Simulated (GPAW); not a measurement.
# Work function of Mo2NCl2 MXene monolayer at several levels

How far do functional and basis move the work function of Mo2NCl2 MXene monolayer?

Calculated with GPAW 26.7.0; GPAW, PAW setups; layer in a repeated cell with vacuum, relaxation of atoms and in-plane cell, in the first sound run; inputs show where later runs differ.

## (1) Set-up

The cell holds 5 atoms: 2 Cl, 2 Mo and 1 N. Its edges and angles: a = 2.953 Å, b = 2.953 Å, c = 21.726 Å, α = 90.0°, β = 90.0°, γ = 120.0°. Vacuum lies along c.

## (2) Relaxation

Forces are removed first; all later runs use this geometry.

The input, run.py:

```python
import json
import numpy as np
from ase import Atoms
from ase.filters import FrechetCellFilter
from ase.optimize import BFGS
from gpaw import GPAW, PW

slab = Atoms(
    ['Cl', 'Mo', 'N', 'Mo', 'Cl'],
    positions=[
        [-0.00000, 1.70505, 8.00000],
        [1.47662, 0.85253, 9.69754],
        [0.00000, 0.00000, 10.86281],
        [-0.00000, 1.70505, 12.02807],
        [1.47662, 0.85253, 13.72561]],
    cell=[[2.95324, 0.0, 0.0], [-1.47662, 2.55758, 0.0], [0.0, 0.0, 21.7256]],
    pbc=[True, True, True])

slab.calc = GPAW(mode=PW(600), xc='PBE', kpts={'size': (12, 12, 1), 'gamma': True},
                 occupations={'name': 'fermi-dirac', 'width': 0.05}, nbands='160%',
                 convergence={'density': 1e-05}, maxiter=200,
                 symmetry={'tolerance': 1e-3}, txt='slab.txt')
result = {}
# The in-plane cell is free; stress needs a cell that repeats along all three vectors
path = []
opt = BFGS(FrechetCellFilter(slab, mask=[1, 1, 0, 0, 0, 1]), maxstep=0.2)
opt.attach(lambda: path.append((slab.get_potential_energy(), slab.positions.tolist(), slab.get_forces().tolist())))
result['relaxed'] = bool(opt.run(fmax=0.02, steps=45))
result['path'] = path
result['cell'] = slab.cell.tolist()
print('in-plane lattice', slab.cell.cellpar().round(4)[[0, 1, 5]])
energy = slab.get_potential_energy()
fermi = slab.calc.get_fermi_level()
v = slab.calc.get_electrostatic_potential().mean((0, 1)) - fermi
n = slab.calc.get_pseudo_density().mean((0, 1))
L = slab.cell[2, 2]
z = np.arange(len(v)) * L / len(v)
low, high = slab.positions[:, 2].min(), slab.positions[:, 2].max()
below, above = np.interp([low - 5.8, high + 5.8], z, v)
slopes = [np.interp(x, z, np.gradient(v, z)) for x in (low - 5.8, high + 5.8)]
eps = np.array([[slab.calc.get_eigenvalues(k, s) for k in range(len(slab.calc.get_ibz_k_points()))]
                for s in range(slab.calc.get_number_of_spins())]) - fermi
top, bottom = eps[eps < 0].max(), eps[eps > 0].min()
dipole = slab.get_dipole_moment()[2]
print(f'energy {energy:.4f} eV, Fermi level {fermi:.4f} eV, dipole {dipole:.5f} e A')
print(f'potential 5.8 A off the faces, from the Fermi level: lower {below:.4f} eV, upper {above:.4f} eV')
print(f'slope of the potential there: lower {slopes[0]:.5f}, upper {slopes[1]:.5f} eV/A')
print(f'nearest levels on the mesh: {top:.4f} and {bottom:.4f} eV')
print('magnetic moment', round(slab.get_magnetic_moment(), 3))
result.update(energy=energy, fermi=fermi, dipole=dipole, below=below, above=above, slopes=slopes, edges=[top, bottom],
              z=z.tolist(), v=v.tolist(), n=n.tolist(), positions=slab.positions.tolist(),
              forces=slab.get_forces(apply_constraint=False).tolist(), moments=slab.get_magnetic_moments().tolist())
json.dump(result, open('result.json', 'w'))
```

Started as:

```bash
$ OMP_NUM_THREADS=1 OPENBLAS_NUM_THREADS=1 python run.py
```

The program printed:

```text
Step          Energy          fmax
BFGS:    0      -34.619409        2.255366
BFGS:    1      -34.953677        1.864599
BFGS:    2      -35.615076        0.708763
BFGS:    3      -35.655614        0.433687
BFGS:    4      -35.669460        0.419680
BFGS:    5      -35.684787        0.461288
BFGS:    6      -35.694762        0.387714
BFGS:    7      -35.697803        0.402207
BFGS:    8      -35.698805        0.437837
BFGS:    9      -35.699988        0.340066
BFGS:   10      -35.699170        0.116028
BFGS:   11      -35.703742        0.048776
BFGS:   12      -35.706316        0.003350
in-plane lattice [  2.9714   2.9714 120.    ]
energy -35.6907 eV, Fermi level 2.1638 eV, dipole 0.00024 e A
potential 5.8 A off the faces, from the Fermi level: lower 4.3056 eV, upper 4.3048 eV
slope of the potential there: lower 0.00006, upper 0.00037 eV/A
nearest levels on the mesh: -0.0649 and 0.0089 eV
magnetic moment 0.0
```

It took 23 min on 1 thread of Arm Neoverse V1, shared host; peak memory 0.5 GiB.

This run has no spin polarisation, although Mo can carry a moment.

This step gave:

```yaml
dipole_along_the_normal: 2.38e-4 e·Å
levels_nearest_the_fermi_level_on_the_mesh: -0.06491, 0.008947 eV from the Fermi level
```

The electrostatic potential energy of an electron (without an applied field's), less the Fermi level, planar mean oscillates, so the rows of the table below give means over windows of 2 Å about each position, cut where the curve ends. Its maxima inside the range that stand out by 2 % of the span (Å: eV): 8.4: -4.21, 10.4: -6.59, 11.3: -6.59, 13.3: -4.22. Its minima: 7.6: -22.9, 9.5: -26.7, 10.9: -13.8, 12.3: -26.7, 14.1: -22.9.

Table of electrostatic potential energy of an electron (without an applied field's), less the Fermi level, planar mean by z; means over each step:

z (Å), electrostatic potential energy of an electron (without an applied field's), less the Fermi level, planar mean (eV) and a bar from the least value:
```
     1.00        4.3 ##############################
     3.00        4.3 ##############################
     5.00        4.3 ##############################
     7.00       -6.1 #############
     9.00      -14.5 
    11.00      -10.6 ######
    13.00      -14.5 
    15.00       -3.1 ##################
    17.00        4.3 ##############################
    19.00        4.3 ##############################
    21.00        4.3 ##############################
```

The pseudo valence density, planar mean oscillates, so the rows of the table below give means over windows of 1.48 Å about each position, cut where the curve ends. Its maxima inside the range that stand out by 2 % of the span (Å: e/Å³): 8.0: 0.643, 9.6: 1.81, 10.9: 0.744, 12.2: 1.81, 13.7: 0.643. Its minima: 8.5: 0.391, 10.3: 0.548, 11.5: 0.548, 13.2: 0.391.

Pseudo valence density, planar mean against z; means over each step:

```tsv
z (Å)	pseudo valence density, planar mean (e/Å³)
3.70	2.1e-5
5.18	0.00203
6.66	0.209
8.14	0.531
9.62	1.10
11.10	0.678
12.58	1.03
14.06	0.541
15.54	0.0612
17.02	4.5e-4
18.50	5.3e-6
```

The relaxation lowered the energy of the cell by 1.09 eV (energies extrapolated to zero smearing; the optimiser's log prints free energies). The largest force left on a free atom is 0.0033 eV/Å.

## (3) The slab's potential

With the geometry fixed, the planar mean of the potential gives the vacuum level on each side.

This step: GPAW, PAW setups; slab in vacuum (GPAW 26.7.0).

The cell differs from the one that the last finished run ended in (c 21.726 → 22.405 Å).

Edit run.py of step 2 so:

```diff
@@ -3,4 +3,2 @@
 from ase import Atoms
-from ase.filters import FrechetCellFilter
-from ase.optimize import BFGS
 from gpaw import GPAW, PW
@@ -10,23 +8,16 @@
     positions=[
-        [-0.00000, 1.70505, 8.00000],
-        [1.47662, 0.85253, 9.69754],
-        [0.00000, 0.00000, 10.86281],
-        [-0.00000, 1.70505, 12.02807],
-        [1.47662, 0.85253, 13.72561]],
-    cell=[[2.95324, 0.0, 0.0], [-1.47662, 2.55758, 0.0], [0.0, 0.0, 21.7256]],
-    pbc=[True, True, True])
+        [0.00000, 1.71554, 8.00000],
+        [1.48571, 0.85778, 9.82797],
+        [0.00000, 0.00000, 11.20270],
+        [-0.00000, 1.71554, 12.57741],
+        [1.48571, 0.85778, 14.40538]],
+    cell=[[2.97142, 0.0, 0.0], [-1.48571, 2.57332, 0.0], [0.0, 0.0, 22.4054]],
+    pbc=[True, True, False])
 
-slab.calc = GPAW(mode=PW(600), xc='PBE', kpts={'size': (12, 12, 1), 'gamma': True},
+slab.calc = GPAW(mode=PW(500), xc='PBE', kpts={'size': (12, 12, 1), 'gamma': True},
                  occupations={'name': 'fermi-dirac', 'width': 0.05}, nbands='160%',
                  convergence={'density': 1e-05}, maxiter=200,
+                 poissonsolver={'dipolelayer': 'xy'},
                  symmetry={'tolerance': 1e-3}, txt='slab.txt')
 result = {}
-# The in-plane cell is free; stress needs a cell that repeats along all three vectors
-path = []
-opt = BFGS(FrechetCellFilter(slab, mask=[1, 1, 0, 0, 0, 1]), maxstep=0.2)
-opt.attach(lambda: path.append((slab.get_potential_energy(), slab.positions.tolist(), slab.get_forces().tolist())))
-result['relaxed'] = bool(opt.run(fmax=0.02, steps=45))
-result['path'] = path
-result['cell'] = slab.cell.tolist()
-print('in-plane lattice', slab.cell.cellpar().round(4)[[0, 1, 5]])
 energy = slab.get_potential_energy()
```

The program printed:

```text
energy -35.2438 eV, Fermi level 1.9682 eV, dipole -0.00022 e A
potential 5.8 A off the faces, from the Fermi level: lower 4.3044 eV, upper 4.3115 eV
slope of the potential there: lower -0.00002, upper 0.00002 eV/A
nearest levels on the mesh: -0.0656 and 0.0094 eV
magnetic moment 0.0
```

Wall time 59 s (1 thread); peak memory 0.24 GiB.

Numbers from this step:

```
dipole along the normal                    : -2.24e-4 e·Å
levels nearest the Fermi level on the mesh : -0.06557, 0.009404 eV from the Fermi level
upper work function                        : 4.311 eV
lower work function                        : 4.304 eV
```

The electrostatic potential energy of an electron (without an applied field's), less the Fermi level, planar mean oscillates, so the rows of the table below give means over windows of 1.96 Å about each position, cut where the curve ends. Its maxima inside the range that stand out by 2 % of the span (Å: eV): 8.8: -4.21, 10.7: -6.53, 11.7: -6.53, 13.6: -4.20. Its minima: 8.0: -22.9, 9.8: -26.6, 11.2: -13.9, 12.6: -26.6, 14.4: -22.9.

The electrostatic potential energy of an electron (without an applied field's), less the Fermi level, planar mean by z; means over each step:

z (Å), electrostatic potential energy of an electron (without an applied field's), less the Fermi level, planar mean (eV) and a bar from the least value:
```
     0.98        4.3 ##############################
     2.94        4.3 ##############################
     4.90        4.3 ##############################
     6.86       -0.2 #######################
     8.82      -13.9 #
    10.78      -12.8 ###
    12.74      -14.8 
    14.70       -8.4 ##########
    16.66        4.2 ##############################
    18.62        4.3 ##############################
    20.58        4.3 ##############################
```

The pseudo valence density, planar mean oscillates, so the rows of the table below give means over windows of 0.5 Å about each position, cut where the curve ends. Its maxima inside the range that stand out by 2 % of the span (Å: e/Å³): 8.22: 0.640, 9.90: 1.81, 11.20: 0.744, 12.51: 1.81, 14.19: 0.640. Its minima: 8.96: 0.386, 10.64: 0.552, 11.76: 0.552, 13.44: 0.386.

The pseudo valence density, planar mean by z; means over each step:

```tsv
z (Å)	pseudo valence density, planar mean (e/Å³)
4.5	4.4e-5
5.0	1.9e-4
5.5	9.4e-4
6.0	0.00494
6.5	0.0266
7.0	0.142
7.5	0.461
8.0	0.598
8.5	0.554
9.0	0.449
9.5	1.15
10.0	1.48
10.5	0.656
11.0	0.691
11.5	0.665
12.0	0.754
12.5	1.57
13.0	0.956
13.5	0.427
14.0	0.583
14.5	0.593
15.0	0.394
15.5	0.107
16.0	0.0197
16.5	0.00340
17.0	7.0e-4
17.5	1.5e-4
```

The potential is flat to 2.2e-5 eV/Å where it is read, so the vacuum is wide enough.

## (4) Self-consistent run: xc = "RPBE"

The same geometry under RPBE, to see how far the functional moves the levels against the vacuum.

Edit run.py of step 3 so:

```diff
@@ -16,3 +16,3 @@
 
-slab.calc = GPAW(mode=PW(500), xc='PBE', kpts={'size': (12, 12, 1), 'gamma': True},
+slab.calc = GPAW(mode=PW(500), xc='RPBE', kpts={'size': (12, 12, 1), 'gamma': True},
                  occupations={'name': 'fermi-dirac', 'width': 0.05}, nbands='160%',
```

The program printed:

```text
energy -32.9104 eV, Fermi level 2.0627 eV, dipole -0.00022 e A
potential 5.8 A off the faces, from the Fermi level: lower 4.1998 eV, upper 4.2069 eV
slope of the potential there: lower -0.00002, upper 0.00002 eV/A
nearest levels on the mesh: -0.0700 and 0.0124 eV
magnetic moment 0.0
```

Run time: 60 s. Hardware: 1 thread; peak memory 0.24 GiB.

Numbers from this step:

```
levels nearest the Fermi level on the mesh : -0.06999, 0.01241 eV from the Fermi level
upper work function                        : 4.207 eV
lower work function                        : 4.200 eV
```

The electrostatic potential energy of an electron (without an applied field's), less the Fermi level, planar mean oscillates, so the rows of the table below give means over windows of 1.96 Å about each position, cut where the curve ends. Its maxima inside the range that stand out by 2 % of the span (Å: eV): 8.8: -4.28, 10.7: -6.61, 11.7: -6.61, 13.6: -4.28. Its minima: 8.0: -23.0, 9.8: -26.7, 11.2: -14.0, 12.6: -26.7, 14.4: -23.0.

The electrostatic potential energy of an electron (without an applied field's), less the Fermi level, planar mean by z; means over each step:

```tsv
z (Å)	electrostatic potential energy of an electron (without an applied field's), less the Fermi level, planar mean (eV)
0.98	4.20
2.94	4.20
4.90	4.19
6.86	-0.289
8.82	-13.9
10.78	-12.9
12.74	-14.9
14.70	-8.49
16.66	4.08
18.62	4.21
20.58	4.21
```

The pseudo valence density, planar mean oscillates, so the rows of the table below give means over windows of 1 Å about each position, cut where the curve ends. Its maxima inside the range that stand out by 2 % of the span (Å: e/Å³): 8.2: 0.640, 9.9: 1.81, 11.2: 0.743, 12.5: 1.81, 14.2: 0.640. Its minima: 9.0: 0.385, 10.6: 0.552, 11.8: 0.552, 13.4: 0.385.

Pseudo valence density, planar mean against z; means over each step:

```tsv
z (Å)	pseudo valence density, planar mean (e/Å³)
4	1.4e-5
5	2.8e-4
6	0.00660
7	0.175
8	0.588
9	0.557
10	1.29
11	0.668
12	0.895
13	1.01
14	0.549
15	0.383
16	0.0259
17	9.7e-4
18	4.7e-5
```

Force by atom:

```tsv
atom	x (eV/Å)	y (eV/Å)	z (eV/Å)	size
Cl1	0.000	0.000	-0.202	0.202
Mo2	0.000	0.000	-0.093	0.093
N3	0.000	0.000	0.000	0.000
Mo4	0.000	0.000	0.093	0.093
Cl5	0.000	0.000	0.202	0.202
```

The upper face's work function is 4.207 eV, against 4.311 eV in the first plane-wave PBE run at this geometry.

## (5) Self-consistent run: xc = "LDA"

The same geometry under LDA, to see how far the functional moves the levels against the vacuum.

Edit run.py of step 4 so:

```diff
@@ -16,3 +16,3 @@
 
-slab.calc = GPAW(mode=PW(500), xc='RPBE', kpts={'size': (12, 12, 1), 'gamma': True},
+slab.calc = GPAW(mode=PW(500), xc='LDA', kpts={'size': (12, 12, 1), 'gamma': True},
                  occupations={'name': 'fermi-dirac', 'width': 0.05}, nbands='160%',
```

The program printed:

```text
energy -40.2140 eV, Fermi level 1.7125 eV, dipole -0.00022 e A
potential 5.8 A off the faces, from the Fermi level: lower 4.5691 eV, upper 4.5762 eV
slope of the potential there: lower -0.00002, upper 0.00002 eV/A
nearest levels on the mesh: -0.0559 and 0.0042 eV
magnetic moment 0.0
```

Wall time 58 s (1 thread); peak memory 0.24 GiB.

Numbers from this step:

```
dipole along the normal                    : -2.25e-4 e·Å
levels nearest the Fermi level on the mesh : -0.05590, 0.004205 eV from the Fermi level
upper work function                        : 4.576 eV
lower work function                        : 4.569 eV
```

The upper face's work function is 4.576 eV, against 4.311 eV in the first plane-wave PBE run at this geometry.

## (6) OptPBE vdW: xc = "optPBE-vdW"

The same geometry under optPBE-vdW, to see how far the functional moves the levels against the vacuum (the van der Waals functionals take revPBE setups).

Edit run.py of step 5 so:

```diff
@@ -16,3 +16,3 @@
 
-slab.calc = GPAW(mode=PW(500), xc='LDA', kpts={'size': (12, 12, 1), 'gamma': True},
+slab.calc = GPAW(mode=PW(500), xc='optPBE-vdW', kpts={'size': (12, 12, 1), 'gamma': True},
                  occupations={'name': 'fermi-dirac', 'width': 0.05}, nbands='160%',
```

The program printed:

```text
energy -75.4465 eV, Fermi level 1.7750 eV, dipole -0.00022 e A
potential 5.8 A off the faces, from the Fermi level: lower 4.5728 eV, upper 4.5798 eV
slope of the potential there: lower -0.00002, upper 0.00002 eV/A
nearest levels on the mesh: -0.0839 and 0.0203 eV
magnetic moment 0.0
```

Wall time 73 s (1 thread); peak memory 0.4 GiB.

Numbers from this step:

```yaml
dipole_along_the_normal: -2.23e-4 e·Å
levels_nearest_the_fermi_level_on_the_mesh: -0.08389, 0.02025 eV from the Fermi level
upper_work_function: 4.580 eV
lower_work_function: 4.573 eV
```

The electrostatic potential energy of an electron (without an applied field's), less the Fermi level, planar mean oscillates, so the rows of the table below give means over windows of 1.96 Å about each position, cut where the curve ends. Its maxima inside the range that stand out by 2 % of the span (Å: eV): 8.8: -4.19, 10.7: -6.47, 11.7: -6.47, 13.6: -4.19. Its minima: 8.0: -22.8, 9.8: -26.5, 11.2: -13.8, 12.6: -26.5, 14.4: -22.8.

The electrostatic potential energy of an electron (without an applied field's), less the Fermi level, planar mean by z; means over each step:

```tsv
z (Å)	electrostatic potential energy of an electron (without an applied field's), less the Fermi level, planar mean (eV)
0.98	4.57
2.94	4.57
4.90	4.56
6.86	-0.00285
8.82	-13.8
10.78	-12.7
12.74	-14.8
14.70	-8.28
16.66	4.44
18.62	4.58
20.58	4.58
```

The upper face's work function is 4.580 eV, against 4.311 eV in the first plane-wave PBE run at this geometry.

## (7) Self-consistent run: xc = "vdW-DF2"

The same geometry under vdW-DF2, to see how far the functional moves the levels against the vacuum (the van der Waals functionals take revPBE setups).

Edit run.py of step 6 so:

```diff
@@ -16,3 +16,3 @@
 
-slab.calc = GPAW(mode=PW(500), xc='optPBE-vdW', kpts={'size': (12, 12, 1), 'gamma': True},
+slab.calc = GPAW(mode=PW(500), xc='vdW-DF2', kpts={'size': (12, 12, 1), 'gamma': True},
                  occupations={'name': 'fermi-dirac', 'width': 0.05}, nbands='160%',
```

The program printed:

```text
energy -266.0749 eV, Fermi level 1.6665 eV, dipole -0.00022 e A
potential 5.8 A off the faces, from the Fermi level: lower 4.7995 eV, upper 4.8065 eV
slope of the potential there: lower -0.00032, upper 0.00032 eV/A
nearest levels on the mesh: -0.0914 and 0.0234 eV
magnetic moment 0.0
```

The job ended after 88 s (1 thread; peak memory 0.41 GiB).

This step gave:

```
dipole along the normal                    : -2.22e-4 e·Å
levels nearest the Fermi level on the mesh : -0.09142, 0.02342 eV from the Fermi level
upper work function                        : 4.807 eV
lower work function                        : 4.799 eV
```

The upper face's work function is 4.807 eV, against 4.311 eV in the first plane-wave PBE run at this geometry.

## (8) Self-consistent run: xc = "revPBE"

The same geometry under revPBE, to see how far the functional moves the levels against the vacuum.

Edit run.py of step 7 so:

```diff
@@ -16,3 +16,3 @@
 
-slab.calc = GPAW(mode=PW(500), xc='vdW-DF2', kpts={'size': (12, 12, 1), 'gamma': True},
+slab.calc = GPAW(mode=PW(500), xc='revPBE', kpts={'size': (12, 12, 1), 'gamma': True},
                  occupations={'name': 'fermi-dirac', 'width': 0.05}, nbands='160%',
```

The program printed:

```text
energy -33.2922 eV, Fermi level 2.0574 eV, dipole -0.00022 e A
potential 5.8 A off the faces, from the Fermi level: lower 4.1950 eV, upper 4.2021 eV
slope of the potential there: lower -0.00002, upper 0.00002 eV/A
nearest levels on the mesh: -0.0691 and 0.0118 eV
magnetic moment 0.0
```

The job ended after 59 s (1 thread; peak memory 0.25 GiB).

Numbers from this step:

```
dipole along the normal                    : -2.24e-4 e·Å
levels nearest the Fermi level on the mesh : -0.06912, 0.01181 eV from the Fermi level
upper work function                        : 4.202 eV
lower work function                        : 4.195 eV
```

The electrostatic potential energy of an electron (without an applied field's), less the Fermi level, planar mean oscillates, so the rows of the table below give means over windows of 1.96 Å about each position, cut where the curve ends. Its maxima inside the range that stand out by 2 % of the span (Å: eV): 8.8: -4.26, 10.7: -6.59, 11.7: -6.59, 13.6: -4.26. Its minima: 8.0: -23.0, 9.8: -26.7, 11.2: -14.0, 12.6: -26.7, 14.4: -23.0.

Table of electrostatic potential energy of an electron (without an applied field's), less the Fermi level, planar mean by z; means over each step:

```tsv
z (Å)	electrostatic potential energy of an electron (without an applied field's), less the Fermi level, planar mean (eV)
0.98	4.20
2.94	4.19
4.90	4.19
6.86	-0.280
8.82	-13.9
10.78	-12.8
12.74	-14.9
14.70	-8.47
16.66	4.08
18.62	4.20
20.58	4.20
```

The upper face's work function is 4.202 eV, against 4.311 eV in the first plane-wave PBE run at this geometry.

[end of part 1 of 2]

[Logs are printed without paths, hosts, clocks, repeated set-up lines and the standing remarks that a program may print on its own settings, such as how far it seeks lower states.]

[Hosts, paths, dates, database ids (printed as entryN), source tags and the programs' standing remarks are cut or masked in the printed files.]
